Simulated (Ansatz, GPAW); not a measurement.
## A 9-layer slab of Pb(100): work function by functional and basis

How far do functional and basis move the work function of a 9-layer slab of Pb(100)?

Main program and level: GPAW 26.7.0 and Ansatz 0.2.0; Ansatz plane waves; slab in vacuum with a dipole correction, relaxation, in the first sound run; inputs show where later runs differ.

Report form: the programs' logs are mostly left out.

### 1. The starting structure

The cell holds 9 atoms: 9 Pb. Its edges and angles: a = 3.500 Å, b = 3.500 Å, c = 35.800 Å, α = 90.0°, β = 90.0°, γ = 90.0°. Vacuum lies along c.

### 2. Relaxation

Forces are removed first; all later runs use this geometry. The lowest 4 atoms are held at bulk positions and keep their forces.

input.yaml

```yaml
crystal:
  lattice:
    - [3.5001785669, 0.0, 0.0]
    - [0.0, 3.5001785669, 0.0]
    - [0.0, 0.0, 35.8]
  atoms:
    - { symbol: Pb, position: [0.0, 0.0, 0.2234636872] }
    - { symbol: Pb, position: [0.5, 0.5, 0.2925977654] }
    - { symbol: Pb, position: [0.0, 0.0, 0.3617318436] }
    - { symbol: Pb, position: [0.5, 0.5, 0.4308659218] }
    - { symbol: Pb, position: [0.0, 0.0, 0.5] }
    - { symbol: Pb, position: [0.5, 0.5, 0.5691340782] }
    - { symbol: Pb, position: [0.0, 0.0, 0.6382681564] }
    - { symbol: Pb, position: [0.5, 0.5, 0.7074022346] }
    - { symbol: Pb, position: [0.0, 0.0, 0.7765363128] }
kpoints:
  mp_grid: { grid: [9, 9, 1] }
hamiltonian:
  xc: pbe
scf:
  occupations: { method: fermi_dirac, width: 0.1 }
efield:
  axis: 3
  dipole_correction: true
  ramp_width: 0.05
relax:
  f_tol: 0.02
  max_steps: 60
  constraints: [{ sites: [0, 1, 2, 3] }]
output:
  write_potential: true
  write_density: true
  volumetric_format: npy
```

The run is started by

```bash
> ansatz run input.yaml --threads 4 --pin off --max-ram 8192MiB --backend cpu --events-out ev --progress --plain --runs-dir out
```

Run time: 34 s. Hardware: 4 threads of AMD EPYC 7R13 (Zen 3), shared host; peak memory 1.2 GiB; 2.2 min of CPU time.

Relaxation path:

| step | energy less that of the first step (eV) | largest force component (eV/Å) |
| --- | --- | --- |
| 1 | 0.0000 | 0.3516 |
| 2 | -0.0329 | 0.1028 |
| 3 | -0.0442 | 0.0250 |
| 4 | -0.0449 | 0.0120 |

Forces are held to the 8 operations that the run works with; a distortion that breaks them can't arise in this run.

The atoms that moved most (Å):

| atom | dx | dy | dz | length |
| --- | --- | --- | --- | --- |
| Pb8 | 0.000 | 0.000 | 0.448 | 0.448 |
| Pb9 | 0.000 | 0.000 | 0.371 | 0.371 |
| Pb7 | 0.000 | 0.000 | 0.244 | 0.244 |
| Pb6 | 0.000 | 0.000 | 0.190 | 0.190 |
| Pb5 | 0.000 | 0.000 | 0.100 | 0.100 |

Final coordinates:

```cif
data_structure
_symmetry_space_group_name_H-M 'P 1'
_symmetry_Int_Tables_number 1
_cell_length_a 3.5002
_cell_length_b 3.5002
_cell_length_c 35.8000
_cell_angle_alpha 90.000
_cell_angle_beta 90.000
_cell_angle_gamma 90.000
_cell_volume 438.59
loop_
_atom_site_label
_atom_site_type_symbol
_atom_site_fract_x
_atom_site_fract_y
_atom_site_fract_z
_atom_site_occupancy
Pb1 Pb 0.00000 0.00000 0.22346 1
Pb2 Pb 0.50000 0.50000 0.29260 1
Pb3 Pb 0.00000 0.00000 0.36173 1
Pb4 Pb 0.50000 0.50000 0.43087 1
Pb5 Pb 0.00000 0.00000 0.50280 1
Pb6 Pb 0.50000 0.50000 0.57444 1
Pb7 Pb 0.00000 0.00000 0.64509 1
Pb8 Pb 0.50000 0.50000 0.71992 1
Pb9 Pb 0.00000 0.00000 0.78690 1
```

Numbers from this step:

| Property | Result |
| --- | --- |
| free energy | -107157.2736 eV |
| smearing term TS | 0.1680 eV |
| symmetry operations | 8 |
| upper work function | 3.796 eV |
| lower work function | 3.777 eV |
| dipole along the normal | -0.001295 e·Å |
| dipole field | -5.34e-4 V/Å |
| vacuum level above | 9.203 eV |
| vacuum level below | 9.184 eV |

The electrostatic potential energy of an electron (with the applied field's), less the Fermi level, planar mean oscillates, so the rows of the table below give means over windows of 2.54 Å about each position, cut where the curve ends. Its maxima inside the range that stand out by 2 % of the span (Å: eV): 9.2: -0.0178, 11.8: -0.156, 14.2: -0.0598, 16.7: 0.414, 19.2: 0.364, 21.8: 0.178, 24.5: 0.810, 27.0: -0.407. Its minima: 8.1: -9.77, 10.4: -9.82, 13.0: -9.86, 15.4: -9.83, 18.0: -9.72, 20.6: -9.82, 23.1: -9.81, 25.8: -9.78, 28.2: -9.78.

Electrostatic potential energy of an electron (with the applied field's), less the Fermi level, planar mean against z; means over each step:

| z (Å) | electrostatic potential energy of an electron (with the applied field's), less the Fermi level, planar mean (eV) |
| --- | --- |
| 1.27 | 3.78 |
| 3.81 | 3.77 |
| 6.35 | 1.09 |
| 8.89 | -5.58 |
| 11.43 | -5.65 |
| 13.97 | -5.65 |
| 16.51 | -5.11 |
| 19.05 | -5.13 |
| 21.59 | -5.35 |
| 24.13 | -4.62 |
| 26.67 | -5.96 |
| 29.21 | -2.05 |
| 31.75 | 3.77 |
| 34.29 | 3.80 |

The valence density, planar mean oscillates, so the rows of the table below give means over windows of 2.54 Å about each position, cut where the curve ends. Its maxima inside the range that stand out by 2 % of the span (Å: e/Å³): 8.1: 0.933, 10.4: 0.938, 13.0: 0.940, 15.4: 0.931, 18.0: 0.935, 20.6: 0.939, 23.1: 0.938, 25.8: 0.938, 28.2: 0.939. Its minima: 9.2: 0.144, 11.8: 0.145, 14.2: 0.143, 16.7: 0.126, 19.2: 0.128, 21.8: 0.135, 24.5: 0.111, 27.0: 0.158.

The valence density, planar mean by z; means over each step:

| z (Å) | valence density, planar mean (e/Å³) |
| --- | --- |
| 1.27 | 0 |
| 3.81 | 2.1e-4 |
| 6.35 | 0.102 |
| 8.89 | 0.467 |
| 11.43 | 0.469 |
| 13.97 | 0.471 |
| 16.51 | 0.439 |
| 19.05 | 0.442 |
| 21.59 | 0.453 |
| 24.13 | 0.410 |
| 26.67 | 0.490 |
| 29.21 | 0.305 |
| 31.75 | 8.6e-4 |
| 34.29 | 2.6e-6 |

The relaxation lowered the energy of the cell by 0.0449 eV.

### 3. The slab's potential

With the geometry fixed, the planar mean of the potential gives the vacuum level on each side.

This step: GPAW, PAW setups; slab in vacuum (GPAW 26.7.0).

run.py

```python
import json
import numpy as np
from ase import Atoms
from gpaw import GPAW, PW

slab = Atoms(
    ['Pb', 'Pb', 'Pb', 'Pb', 'Pb', 'Pb', 'Pb', 'Pb', 'Pb'],
    positions=[
        [0.00000, 0.00000, 8.00000],
        [1.75009, 1.75009, 10.47500],
        [0.00000, 0.00000, 12.95000],
        [1.75009, 1.75009, 15.42500],
        [-0.00000, 0.00000, 18.00014],
        [1.75009, 1.75009, 20.56507],
        [0.00000, 0.00000, 23.09418],
        [1.75009, 1.75009, 25.77323],
        [0.00000, 0.00000, 28.17095]],
    cell=[[3.50018, 0.0, 0.0], [0.0, 3.50018, 0.0], [0.0, 0.0, 35.8]],
    pbc=[True, True, False])

slab.calc = GPAW(mode=PW(400), xc='PBE', kpts={'size': (9, 9, 1), 'gamma': True},
                 occupations={'name': 'fermi-dirac', 'width': 0.1}, nbands='140%',
                 convergence={'density': 1e-05}, maxiter=200,
                 poissonsolver={'dipolelayer': 'xy'},
                 symmetry={'tolerance': 1e-3}, txt='slab.txt')
result = {}
energy = slab.get_potential_energy()
fermi = slab.calc.get_fermi_level()
v = slab.calc.get_electrostatic_potential().mean((0, 1)) - fermi
n = slab.calc.get_pseudo_density().mean((0, 1))
L = slab.cell[2, 2]
z = np.arange(len(v)) * L / len(v)
low, high = slab.positions[:, 2].min(), slab.positions[:, 2].max()
below, above = np.interp([low - 5.8, high + 5.8], z, v)
slopes = [np.interp(x, z, np.gradient(v, z)) for x in (low - 5.8, high + 5.8)]
eps = np.array([[slab.calc.get_eigenvalues(k, s) for k in range(len(slab.calc.get_ibz_k_points()))]
                for s in range(slab.calc.get_number_of_spins())]) - fermi
top, bottom = eps[eps < 0].max(), eps[eps > 0].min()
dipole = slab.get_dipole_moment()[2]
print(f'energy {energy:.4f} eV, Fermi level {fermi:.4f} eV, dipole {dipole:.5f} e A')
print(f'potential 5.8 A off the faces, from the Fermi level: lower {below:.4f} eV, upper {above:.4f} eV')
print(f'slope of the potential there: lower {slopes[0]:.5f}, upper {slopes[1]:.5f} eV/A')
print(f'nearest levels on the mesh: {top:.4f} and {bottom:.4f} eV')
print('magnetic moment', round(slab.get_magnetic_moment(), 3))
result.update(energy=energy, fermi=fermi, dipole=dipole, below=below, above=above, slopes=slopes, edges=[top, bottom],
              z=z.tolist(), v=v.tolist(), n=n.tolist(), positions=slab.positions.tolist(),
              forces=slab.get_forces(apply_constraint=False).tolist(), moments=slab.get_magnetic_moments().tolist())
json.dump(result, open('result.json', 'w'))
```

The run is started by

```bash
> OMP_NUM_THREADS=1 OPENBLAS_NUM_THREADS=1 python run.py
```

Wall time 4.7 min (1 thread); peak memory 0.44 GiB.

Numbers from this step:

```
dipole along the normal                    : -0.001661 e·Å
levels nearest the Fermi level on the mesh : -0.005569, 0.06237 eV from the Fermi level
upper work function                        : 3.821 eV
lower work function                        : 3.794 eV
```

The electrostatic potential energy of an electron (without an applied field's), less the Fermi level, planar mean oscillates, so the rows of the table below give means over windows of 2.56 Å about each position, cut where the curve ends. Its maxima inside the range that stand out by 2 % of the span (Å: eV): 9.3: -0.0307, 11.7: -0.0950, 14.2: -0.0604, 16.7: 0.434, 19.2: 0.275, 21.8: 0.213, 24.4: 0.835, 27.0: -0.423. Its minima: 8.0: -18.5, 10.5: -18.2, 13.0: -18.4, 15.4: -18.5, 18.0: -18.4, 20.6: -18.5, 23.1: -18.5, 25.8: -18.5, 28.1: -18.4.

Table of electrostatic potential energy of an electron (without an applied field's), less the Fermi level, planar mean by z; means over each step:

z (Å), electrostatic potential energy of an electron (without an applied field's), less the Fermi level, planar mean (eV) and a bar from the least value:
```
     1.28        3.8 ##############################
     3.84        3.8 ##############################
     6.40        0.7 ######################
     8.96       -7.8 ##
    11.52       -7.9 ##
    14.08       -8.0 #
    16.64       -7.1 ####
    19.20       -7.2 ###
    21.76       -7.5 ###
    24.32       -6.3 ######
    26.88       -8.6 
    29.44       -1.9 ################
    32.00        3.8 ##############################
    34.56        3.8 ##############################
```

The pseudo valence density, planar mean oscillates, so the rows of the table below give means over windows of 2.45 Å about each position, cut where the curve ends. Its maxima inside the range that stand out by 2 % of the span (Å: e/Å³): 8.1: 1.00, 10.4: 1.04, 13.0: 1.03, 15.3: 1.01, 17.9: 0.998, 20.7: 0.992, 23.0: 1.01, 25.8: 1.04, 28.1: 1.04. Its minima: 9.2: 0.147, 11.7: 0.143, 14.3: 0.148, 16.6: 0.130, 19.2: 0.133, 21.7: 0.139, 24.5: 0.113, 27.1: 0.163.

Table of pseudo valence density, planar mean by z; means over each step:

| z (Å) | pseudo valence density, planar mean (e/Å³) |
| --- | --- |
| 1.23 | 0 |
| 3.68 | 1.4e-4 |
| 6.12 | 0.0538 |
| 8.58 | 0.459 |
| 11.03 | 0.465 |
| 13.47 | 0.462 |
| 15.93 | 0.455 |
| 18.38 | 0.456 |
| 20.83 | 0.461 |
| 23.28 | 0.456 |
| 25.73 | 0.462 |
| 28.18 | 0.456 |
| 30.63 | 0.0119 |
| 33.08 | 3.9e-5 |

Force by atom:

| atom | x (eV/Å) | y (eV/Å) | z (eV/Å) | size |
| --- | --- | --- | --- | --- |
| Pb1 | 0.000 | 0.000 | 0.112 | 0.112 |
| Pb2 | 0.000 | 0.000 | -0.333 | 0.333 |
| Pb3 | 0.000 | 0.000 | 0.134 | 0.134 |
| Pb4 | 0.000 | 0.000 | 0.099 | 0.099 |
| Pb5 | 0.000 | 0.000 | 0.005 | 0.005 |
| Pb6 | 0.000 | 0.000 | 0.011 | 0.011 |
| Pb7 | 0.000 | 0.000 | -0.004 | 0.004 |
| Pb8 | 0.000 | 0.000 | 0.018 | 0.018 |
| Pb9 | 0.000 | 0.000 | -0.037 | 0.037 |

The potential is flat to 2.2e-4 eV/Å where it is read, so the vacuum is wide enough. The geometry is the other program's minimum; here the largest force on a free atom is 0.037 eV/Å.

### 4. Self-consistent run: xc = "RPBE"

The same geometry under RPBE, to see how far the functional moves the levels against the vacuum.

Changes to run.py since step 3:

```diff
@@ -20,3 +20,3 @@
 
-slab.calc = GPAW(mode=PW(400), xc='PBE', kpts={'size': (9, 9, 1), 'gamma': True},
+slab.calc = GPAW(mode=PW(400), xc='RPBE', kpts={'size': (9, 9, 1), 'gamma': True},
                  occupations={'name': 'fermi-dirac', 'width': 0.1}, nbands='140%',
```

It took 6.7 min on 1 thread; peak memory 0.44 GiB.

Numbers from this step:

| Property | Result |
| --- | --- |
| dipole along the normal | -0.001629 e·Å |
| levels nearest the Fermi level on the mesh | -0.006036, 8.44e-4 eV from the Fermi level |
| upper work function | 3.674 eV |
| lower work function | 3.647 eV |

The electrostatic potential energy of an electron (without an applied field's), less the Fermi level, planar mean oscillates, so the rows of the table below give means over windows of 2.56 Å about each position, cut where the curve ends. Its maxima inside the range that stand out by 2 % of the span (Å: eV): 9.3: -0.163, 11.7: -0.232, 14.2: -0.195, 16.7: 0.298, 19.2: 0.138, 21.8: 0.0769, 24.4: 0.695, 27.0: -0.555. Its minima: 8.0: -18.6, 10.5: -18.3, 13.0: -18.6, 15.4: -18.6, 18.0: -18.6, 20.6: -18.6, 23.1: -18.6, 25.8: -18.6, 28.1: -18.5.

Table of electrostatic potential energy of an electron (without an applied field's), less the Fermi level, planar mean by z; means over each step:

z (Å), electrostatic potential energy of an electron (without an applied field's), less the Fermi level, planar mean (eV) and a bar from the least value:
```
     1.28        3.6 ##############################
     3.84        3.6 ##############################
     6.40        0.6 ######################
     8.96       -7.9 ##
    11.52       -8.1 ##
    14.08       -8.1 #
    16.64       -7.2 ####
    19.20       -7.3 ###
    21.76       -7.7 ###
    24.32       -6.4 ######
    26.88       -8.7 
    29.44       -2.0 ################
    32.00        3.7 ##############################
    34.56        3.7 ##############################
```

The pseudo valence density, planar mean oscillates, so the rows of the table below give means over windows of 2.45 Å about each position, cut where the curve ends. Its maxima inside the range that stand out by 2 % of the span (Å: e/Å³): 8.1: 1.00, 10.4: 1.04, 13.0: 1.03, 15.3: 1.01, 17.9: 0.998, 20.7: 0.993, 23.0: 1.01, 25.8: 1.04, 28.1: 1.04. Its minima: 9.2: 0.147, 11.7: 0.143, 14.3: 0.148, 16.6: 0.130, 19.2: 0.133, 21.7: 0.139, 24.5: 0.113, 27.1: 0.163.

The pseudo valence density, planar mean by z; means over each step:

| z (Å) | pseudo valence density, planar mean (e/Å³) |
| --- | --- |
| 1.23 | 0 |
| 3.68 | 1.6e-4 |
| 6.12 | 0.0537 |
| 8.58 | 0.459 |
| 11.03 | 0.465 |
| 13.47 | 0.462 |
| 15.93 | 0.455 |
| 18.38 | 0.456 |
| 20.83 | 0.461 |
| 23.28 | 0.456 |
| 25.73 | 0.462 |
| 28.18 | 0.456 |
| 30.63 | 0.0119 |
| 33.08 | 4.4e-5 |

Force by atom:

| atom | x (eV/Å) | y (eV/Å) | z (eV/Å) | size |
| --- | --- | --- | --- | --- |
| Pb1 | 0.000 | 0.000 | -0.005 | 0.005 |
| Pb2 | 0.000 | 0.000 | -0.342 | 0.342 |
| Pb3 | 0.000 | 0.000 | 0.136 | 0.136 |
| Pb4 | 0.000 | 0.000 | 0.105 | 0.105 |
| Pb5 | 0.000 | 0.000 | 0.001 | 0.001 |
| Pb6 | 0.000 | 0.000 | 0.008 | 0.008 |
| Pb7 | 0.000 | 0.000 | 0.006 | 0.006 |
| Pb8 | 0.000 | 0.000 | 0.003 | 0.003 |
| Pb9 | 0.000 | 0.000 | 0.088 | 0.088 |

The upper face's work function is 3.674 eV, against 3.821 eV in the first plane-wave PBE run at this geometry.

### 5. Self-consistent run: xc = "revPBE"

The same geometry under revPBE, to see how far the functional moves the levels against the vacuum.

Changes to run.py since step 4:

```diff
@@ -20,3 +20,3 @@
 
-slab.calc = GPAW(mode=PW(400), xc='RPBE', kpts={'size': (9, 9, 1), 'gamma': True},
+slab.calc = GPAW(mode=PW(400), xc='revPBE', kpts={'size': (9, 9, 1), 'gamma': True},
                  occupations={'name': 'fermi-dirac', 'width': 0.1}, nbands='140%',
```

Wall time 5.1 min (1 thread); peak memory 0.44 GiB.

Numbers from this step:

- dipole along the normal: -0.001669 e·Å
- levels nearest the Fermi level on the mesh: -0.006795, 0.002571 eV from the Fermi level
- upper work function: 3.688 eV
- lower work function: 3.661 eV

The upper face's work function is 3.688 eV, against 3.821 eV in the first plane-wave PBE run at this geometry.

### 6. Self-consistent run: xc = "vdW-DF2"

The same geometry under vdW-DF2, to see how far the functional moves the levels against the vacuum (the van der Waals functionals take revPBE setups).

Changes to run.py since step 5:

```diff
@@ -20,3 +20,3 @@
 
-slab.calc = GPAW(mode=PW(400), xc='revPBE', kpts={'size': (9, 9, 1), 'gamma': True},
+slab.calc = GPAW(mode=PW(400), xc='vdW-DF2', kpts={'size': (9, 9, 1), 'gamma': True},
                  occupations={'name': 'fermi-dirac', 'width': 0.1}, nbands='140%',
```

Wall time 10 min (1 thread); peak memory 0.71 GiB.

Numbers from this step:

```yaml
dipole_along_the_normal: -0.001399 e·Å
levels_nearest_the_fermi_level_on_the_mesh: -0.002138, 0.06151 eV from the Fermi level
upper_work_function: 4.232 eV
lower_work_function: 4.209 eV
```

The upper face's work function is 4.232 eV, against 3.821 eV in the first plane-wave PBE run at this geometry.

### 7. Self-consistent run: xc = "LDA"

The same geometry under LDA, to see how far the functional moves the levels against the vacuum.

Changes to run.py since step 6:

```diff
@@ -20,3 +20,3 @@
 
-slab.calc = GPAW(mode=PW(400), xc='vdW-DF2', kpts={'size': (9, 9, 1), 'gamma': True},
+slab.calc = GPAW(mode=PW(400), xc='LDA', kpts={'size': (9, 9, 1), 'gamma': True},
                  occupations={'name': 'fermi-dirac', 'width': 0.1}, nbands='140%',
```

Run time: 6 min. Hardware: 1 thread; peak memory 0.44 GiB.

This step gave:

```
dipole along the normal                    : -0.001685 e·Å
levels nearest the Fermi level on the mesh : -0.01493, 0.002648 eV from the Fermi level
upper work function                        : 4.132 eV
lower work function                        : 4.104 eV
```

The electrostatic potential energy of an electron (without an applied field's), less the Fermi level, planar mean oscillates, so the rows of the table below give means over windows of 2.56 Å about each position, cut where the curve ends. Its maxima inside the range that stand out by 2 % of the span (Å: eV): 9.3: 0.349, 11.7: 0.293, 14.2: 0.325, 16.7: 0.818, 19.2: 0.659, 21.8: 0.596, 24.4: 1.22, 27.0: -0.0396. Its minima: 8.0: -18.1, 10.5: -17.9, 13.0: -18.1, 15.4: -18.2, 18.0: -18.1, 20.6: -18.2, 23.1: -18.1, 25.8: -18.1, 28.1: -18.1.

Electrostatic potential energy of an electron (without an applied field's), less the Fermi level, planar mean against z; means over each step:

| z (Å) | electrostatic potential energy of an electron (without an applied field's), less the Fermi level, planar mean (eV) |
| --- | --- |
| 1.28 | 4.11 |
| 3.84 | 4.10 |
| 6.40 | 1.04 |
| 8.96 | -7.45 |
| 11.52 | -7.55 |
| 14.08 | -7.61 |
| 16.64 | -6.71 |
| 19.20 | -6.78 |
| 21.76 | -7.15 |
| 24.32 | -5.89 |
| 26.88 | -8.19 |
| 29.44 | -1.54 |
| 32.00 | 4.12 |
| 34.56 | 4.13 |

The upper face's work function is 4.132 eV, against 3.821 eV in the first plane-wave PBE run at this geometry.

### 8. OptPBE vdW: xc = "optPBE-vdW"

The same geometry under optPBE-vdW, to see how far the functional moves the levels against the vacuum (the van der Waals functionals take revPBE setups).

Changes to run.py since step 7:

```diff
@@ -20,3 +20,3 @@
 
-slab.calc = GPAW(mode=PW(400), xc='LDA', kpts={'size': (9, 9, 1), 'gamma': True},
+slab.calc = GPAW(mode=PW(400), xc='optPBE-vdW', kpts={'size': (9, 9, 1), 'gamma': True},
                  occupations={'name': 'fermi-dirac', 'width': 0.1}, nbands='140%',
```

It took 10 min on 1 thread; peak memory 0.71 GiB.

This step gave:

```yaml
dipole_along_the_normal: -0.001498 e·Å
levels_nearest_the_fermi_level_on_the_mesh: -0.002252, 0.06556 eV from the Fermi level
upper_work_function: 4.034 eV
lower_work_function: 4.010 eV
```

The electrostatic potential energy of an electron (without an applied field's), less the Fermi level, planar mean oscillates, so the rows of the table below give means over windows of 2.56 Å about each position, cut where the curve ends. Its maxima inside the range that stand out by 2 % of the span (Å: eV): 9.3: -0.0804, 11.7: -0.139, 14.2: -0.103, 16.7: 0.393, 19.2: 0.233, 21.8: 0.170, 24.4: 0.796, 27.0: -0.476. Its minima: 8.0: -18.5, 10.5: -18.2, 13.0: -18.4, 15.4: -18.5, 18.0: -18.4, 20.6: -18.5, 23.1: -18.5, 25.8: -18.5, 28.1: -18.4.

Electrostatic potential energy of an electron (without an applied field's), less the Fermi level, planar mean against z; means over each step:

z (Å), electrostatic potential energy of an electron (without an applied field's), less the Fermi level, planar mean (eV) and a bar from the least value:
```
     1.28        4.0 ##############################
     3.84        4.0 ##############################
     6.40        0.8 ######################
     8.96       -7.8 ##
    11.52       -8.0 ##
    14.08       -8.0 #
    16.64       -7.1 ####
    19.20       -7.2 ###
    21.76       -7.5 ##
    24.32       -6.3 #####
    26.88       -8.6 
    29.44       -1.8 ################
    32.00        4.0 ##############################
    34.56        4.0 ##############################
```

The upper face's work function is 4.034 eV, against 3.821 eV in the first plane-wave PBE run at this geometry.

[end of part 1 of 2]

[Logs are printed without paths, hosts, clocks, repeated set-up lines and the standing remarks that a program may print on its own settings, such as how far it seeks lower states.]

[Hosts, paths, dates, database ids (printed as entryN), source tags and the programs' standing remarks are cut or masked in the printed files.]
